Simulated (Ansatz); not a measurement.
# Cs2AgBiBr6 (Fm-3m): given cell or relaxed cell?

Wanted: the change of the gap of Cs2AgBiBr6 (Fm-3m) on relaxing cell and ions.

Program: Ansatz 0.2.0. Level of theory: PBE, HSE06 and G0W0, plane waves, PAW. Results are calculated unless marked as measured.

Most raw output is cut from this account.

In doubt: one-shot GW on d or f shells is unsure (steps 6, 7), so the values of those runs are not to be relied on.

## 1. Starting point

The structure is cubic, space group Fm-3m (No. 225). The conventional cell has a = 11.232 Å, b = 11.232 Å, c = 11.232 Å, α = 90.00°, β = 90.00°, γ = 90.00°. Cs has 12 Br at 3.97 Å nearest. Nearest to Ag lie 6 Br at 2.80 Å. Nearest to Bi lie 6 Br at 2.81 Å. Nearest to Br lie 1 Ag at 2.80 Å and 1 Bi at 2.81 Å and 4 Cs at 3.97 Å. Farther neighbours and most contacts between anions are not listed.

The cell and positions come from the Crystallography Open Database and are kept as given unless a step says otherwise. Spin-orbit coupling is left out unless a step names it. The default PAW set here is soft_2. Its files were made with PBE.

## 2. PBE bands at the given cell

Levels along a band path, at the cheap level, show where the edges lie and whether the meshes to come will hold them.

This step: DFT, PBE, plane waves, PAW.

Contents of input.yaml:

```yaml
crystal:
  lattice:
    - [0.0, 5.6161, 5.6161]
    - [5.6161, 0.0, 5.6161]
    - [5.6161, 5.6161, 0.0]
  atoms:
    - { symbol: Cs, position: [0.25, 0.25, 0.25] }
    - { symbol: Cs, position: [0.75, 0.75, 0.75] }
    - { symbol: Ag, position: [0.5, 0.5, 0.5] }
    - { symbol: Bi, position: [0.0, 0.0, 0.0] }
    - { symbol: Br, position: [0.25055, 0.74945, 0.25055] }
    - { symbol: Br, position: [0.25055, 0.74945, 0.74945] }
    - { symbol: Br, position: [0.74945, 0.25055, 0.74945] }
    - { symbol: Br, position: [0.74945, 0.25055, 0.25055] }
    - { symbol: Br, position: [0.25055, 0.25055, 0.74945] }
    - { symbol: Br, position: [0.74945, 0.74945, 0.25055] }
kpoints:
  mp_grid: { grid: [4, 4, 4] }
  band_path:
    path:
      - [[0.0, 0.0, 0.0], [0.5, 0.0, 0.5], [0.625, 0.25, 0.625]]
      - [[0.375, 0.375, 0.75], [0.0, 0.0, 0.0], [0.5, 0.5, 0.5], [0.5, 0.25, 0.75], [0.5, 0.0, 0.5]]
    npoints: 10
hamiltonian:
  xc: pbe
scf:
  occupations: { method: fermi_dirac, width: 0.02 }
  n_extra_bands: 7
output:
  eigenvalues: true
  write_density: true
  write_potential: true
  elf: true
  volumetric_format: npy
```

The run is started by

```
$ ansatz run input.yaml --threads 3 --pin off --max-ram 92160MiB --backend cuda --events-out ev --progress --plain --runs-dir out --devices 1 --max-vram 13GiB
```

It took 8.7 s on 1 × NVIDIA H100 80GB HBM3 (shared by 6 runs) with 3 threads of AMD EPYC 7R13 (Zen 3), shared host; peak memory 1.1 GiB; 19 s of CPU time.

Numbers from this step:

```yaml
filled_bands: 47
gap: 1.264 eV
valence_top_at: X
conduction_bottom_at: L
least_direct_gap: 2.343 eV
```

The gap is indirect, with the least direct gap 1.08 eV higher.

## 3. The relaxed cell

Cell and ions were relaxed with PBE; that run is not shown. It left this cell:

Symmetry: Fm-3m, No. 225, cubic system. The conventional cell has a = 11.484 Å, b = 11.484 Å, c = 11.484 Å, α = 90.00°, β = 90.00°, γ = 90.00°. Cs has 12 Br at 4.06 Å nearest. Nearest to Ag lie 6 Br at 2.86 Å. Bi has 6 Br at 2.89 Å nearest. Nearest to Br lie 1 Ag at 2.86 Å and 1 Bi at 2.89 Å and 4 Cs at 4.06 Å. Farther neighbours and most contacts between anions are not listed.

## 4. PBE at the relaxed cell

The cell differs from the one that the last finished run ended in (a 7.942 → 8.120 Å, b 7.942 → 8.120 Å, c 7.942 → 8.120 Å).

input.yaml, the sections that differ from step 2:

```yaml
crystal:
  lattice:
    - [0.0, 5.741940158, 5.741940158]
    - [5.741940158, 0.0, 5.741940158]
    - [5.741940158, 5.741940158, 0.0]
  atoms:
    - { symbol: Cs, position: [0.25, 0.25, 0.25] }
    - { symbol: Cs, position: [0.75, 0.75, 0.75] }
    - { symbol: Ag, position: [0.5, 0.5, 0.5] }
    - { symbol: Bi, position: [0.0, 0.0, 0.0] }
    - { symbol: Br, position: [0.2513074051, 0.7486925949, 0.2513074051] }
    - { symbol: Br, position: [0.2513074051, 0.7486925949, 0.7486925949] }
    - { symbol: Br, position: [0.7486925949, 0.2513074051, 0.7486925949] }
    - { symbol: Br, position: [0.7486925949, 0.2513074051, 0.2513074051] }
    - { symbol: Br, position: [0.2513074051, 0.2513074051, 0.7486925949] }
    - { symbol: Br, position: [0.7486925949, 0.7486925949, 0.2513074051] }
# kpoints, hamiltonian, scf, output: as in step 2
```

Elapsed: 9.8 s, on 1 × NVIDIA H100 80GB HBM3 (shared by 6 runs) with 3 threads; peak memory 1.1 GiB.

This step gave:

```yaml
gap: 1.327 eV
valence_top_at: X
conduction_bottom_at: L
least_direct_gap: 2.283 eV
```

The gap is indirect, with the least direct gap 0.96 eV higher.

## 5. HSE06 at the relaxed cell

The screened hybrid is the usual rung above semilocal functionals: a quarter of exact exchange, cut off beyond a few ångström.

This step: DFT, HSE06, plane waves, PAW.

Edit input.yaml of step 4 so:

```diff
@@ -17,12 +17,17 @@
 kpoints:
-  mp_grid: { grid: [4, 4, 4] }
+  mp_grid: { grid: [2, 2, 2] }
   band_path:
     path:
-      - [[0.0, 0.0, 0.0], [0.5, 0.0, 0.5], [0.625, 0.25, 0.625]]
-      - [[0.375, 0.375, 0.75], [0.0, 0.0, 0.0], [0.5, 0.5, 0.5], [0.5, 0.25, 0.75], [0.5, 0.0, 0.5]]
-    npoints: 10
+      - [0.0, 0.0, 0.0]
+      - [0.5, 0.0, 0.5]
+      - [0.625, 0.25, 0.625]
+      - [0.375, 0.375, 0.75]
+      - [0.5, 0.5, 0.5]
+      - [0.5, 0.25, 0.75]
+      - [0.5, 0.4, 0.6]
+    npoints: 1
 hamiltonian:
-  xc: pbe
+  xc: hse06
 scf:
-  occupations: { method: fermi_dirac, width: 0.02 }
+  occupations: { method: fixed }
   n_extra_bands: 7
@@ -30,5 +35 @@
   eigenvalues: true
-  write_density: true
-  write_potential: true
-  elf: true
-  volumetric_format: npy
```

Elapsed: 27 s, on 1 × NVIDIA H100 80GB HBM3 (shared by 6 runs) with 3 threads; peak memory 1.3 GiB; 43 s of CPU time.

Numbers from this step:

```yaml
gap: 2.208 eV
valence_top_at: X
conduction_bottom_at: L
least_direct_gap: 3.200 eV
```

The gap stands +0.88 eV against PBE.

## 6. G0W0 at the relaxed cell

Now the one-shot GW correction: screening in the RPA, then the self-energy of the levels asked for.

This step: G0W0 on PBE, plane waves, PAW.

Edit input.yaml of step 5 so:

```diff
@@ -18,18 +18,11 @@
   mp_grid: { grid: [2, 2, 2] }
-  band_path:
-    path:
-      - [0.0, 0.0, 0.0]
-      - [0.5, 0.0, 0.5]
-      - [0.625, 0.25, 0.625]
-      - [0.375, 0.375, 0.75]
-      - [0.5, 0.5, 0.5]
-      - [0.5, 0.25, 0.75]
-      - [0.5, 0.4, 0.6]
-    npoints: 1
 hamiltonian:
-  xc: hse06
+  xc: pbe
 scf:
   occupations: { method: fixed }
-  n_extra_bands: 7
-output:
-  eigenvalues: true
+gw:
+  n_empty_bands: 525
+  ecut_chi: 72
+  qp_bands: [v3, c3]
+  qp_kpoints: band_edges
+  screening: { model: contour_deformation }
```

It took 13 s on 1 × NVIDIA H100 80GB HBM3 (shared by 6 runs) with 3 threads; peak memory 1.6 GiB.

Numbers from this step:

- bands summed: 572
- RPA ε∞ on this mesh (eigenvalues): 5.609, 5.609, 5.609
- plane waves in the screening matrix: 531
- G0W0 gap on the mesh: 2.236 eV
- k of the valence top: 0, -0.5, -0.5
- k of the conduction bottom: 0, 0, -0.5
- starting gap on the mesh: 1.296 eV
- least direct G0W0 gap on the computed points: 3.578 eV

The gap on the mesh goes from 1.30 eV to 2.24 eV, a correction of +0.94 eV. Between the two edge states, bare exchange in place of the xc potential would open the gap by 6.88 eV, and correlation takes back 5.94 eV. The start differs from the 1.33 eV found before because the density comes from another mesh.

## 7. G0W0 at the given cell

Contents of input.yaml:

```yaml
crystal:
  lattice:
    - [0.0, 5.6161, 5.6161]
    - [5.6161, 0.0, 5.6161]
    - [5.6161, 5.6161, 0.0]
  atoms:
    - { symbol: Cs, position: [0.25, 0.25, 0.25] }
    - { symbol: Cs, position: [0.75, 0.75, 0.75] }
    - { symbol: Ag, position: [0.5, 0.5, 0.5] }
    - { symbol: Bi, position: [0.0, 0.0, 0.0] }
    - { symbol: Br, position: [0.25055, 0.74945, 0.25055] }
    - { symbol: Br, position: [0.25055, 0.74945, 0.74945] }
    - { symbol: Br, position: [0.74945, 0.25055, 0.74945] }
    - { symbol: Br, position: [0.74945, 0.25055, 0.25055] }
    - { symbol: Br, position: [0.25055, 0.25055, 0.74945] }
    - { symbol: Br, position: [0.74945, 0.74945, 0.25055] }
kpoints:
  mp_grid: { grid: [2, 2, 2] }
hamiltonian:
  xc: pbe
scf:
  occupations: { method: fixed }
gw:
  n_empty_bands: 491
  ecut_chi: 72
  qp_bands: [v3, c3]
  qp_kpoints: band_edges
  screening: { model: contour_deformation }
```

Elapsed: 18 s, on 1 × NVIDIA H100 80GB HBM3 (shared by 6 runs) with 3 threads; peak memory 1.5 GiB.

This step gave:

| Item | Value |
| --- | --- |
| bands summed | 538 |
| RPA ε∞ on this mesh (eigenvalues) | 5.830, 5.830, 5.830 |
| plane waves in the screening matrix | 531 |
| G0W0 gap on the mesh | 2.152 eV |
| k of the valence top | 0, -0.5, -0.5 |
| k of the conduction bottom | 0, 0, -0.5 |
| starting gap on the mesh | 1.234 eV |
| least direct G0W0 gap on the computed points | 3.684 eV |

The gap on the mesh goes from 1.23 eV to 2.15 eV, a correction of +0.92 eV. Between the two edge states, bare exchange in place of the xc potential would open the gap by 6.82 eV, and correlation takes back 5.90 eV. The start differs from the 1.26 eV found before because the density comes from another mesh.

## 8. Together

G0W0 rows are gaps on the mesh, lowered by the amount that the mesh misses the start's edges, a rough step that assumes the same correction there.

```csv
level,given cell (eV),relaxed cell (eV),change (eV)
PBE,1.26,1.33,+0.06
HSE06,-,2.21,-
G0W0@PBE,2.15,2.24,+0.08
```

## 9. Results

```json
{
 "volume change": "+6.9 %",
 "PBE, given cell": "1.26 eV",
 "PBE, relaxed cell": "1.33 eV",
 "HSE06, relaxed cell": "2.21 eV",
 "G0W0@PBE, relaxed cell": "2.24 eV",
 "G0W0@PBE, given cell": "2.15 eV",
 "known limits": "not at the basis limit; d shell near the gap, gap tends to lie low; no spin-orbit coupling; coarse k mesh"
}
```

**Reading.** Relaxation changes the volume by +6.9 % and the gap by +0.06 eV (PBE) and +0.08 eV (G0W0@PBE). Bands and cutoff are finite, so the gap is not at the basis limit. The miss can reach some tenths of an eV and take either sign; the mesh is an error of its own. The 2×2×2 mesh is coarse for this cell (its supercell is 16 Å along the shortest edge). The RPA ε∞ on it, from the PBE start, is 5.83; such meshes misread the long-range screening, most where the gap is narrow. Where an edge is built on 6p states of lead, bismuth or thallium, scalar-relativistic gaps usually stand too wide, by a few tenths to over one eV. A d shell, filled or nearly so, lies near the gap. One-shot GW converges very slowly in bands there, not always from below, and on a semilocal start the gap tends to come out low; starts rich in exact exchange can overshoot instead. The many-body steps are scalar-relativistic: spin-orbit coupling is not in them.

[Paths, hosts, dates, memory and timing lines, banners, echoed tables and standing remarks are left out of the program output.]

[Logs are printed without paths, hosts, clocks, repeated set-up lines and the standing remarks that a program may print on its own settings, such as how far it seeks lower states.]

[Runs of the session that timed out or met a known fault of the program may be left out.]

[Cells called generated may have been cut or substituted from an entry of the Crystallography Open Database or the Materials Project.]

[Hosts, paths, dates, database ids (printed as entryN), source tags and the programs' standing remarks are cut or masked in the printed files.]
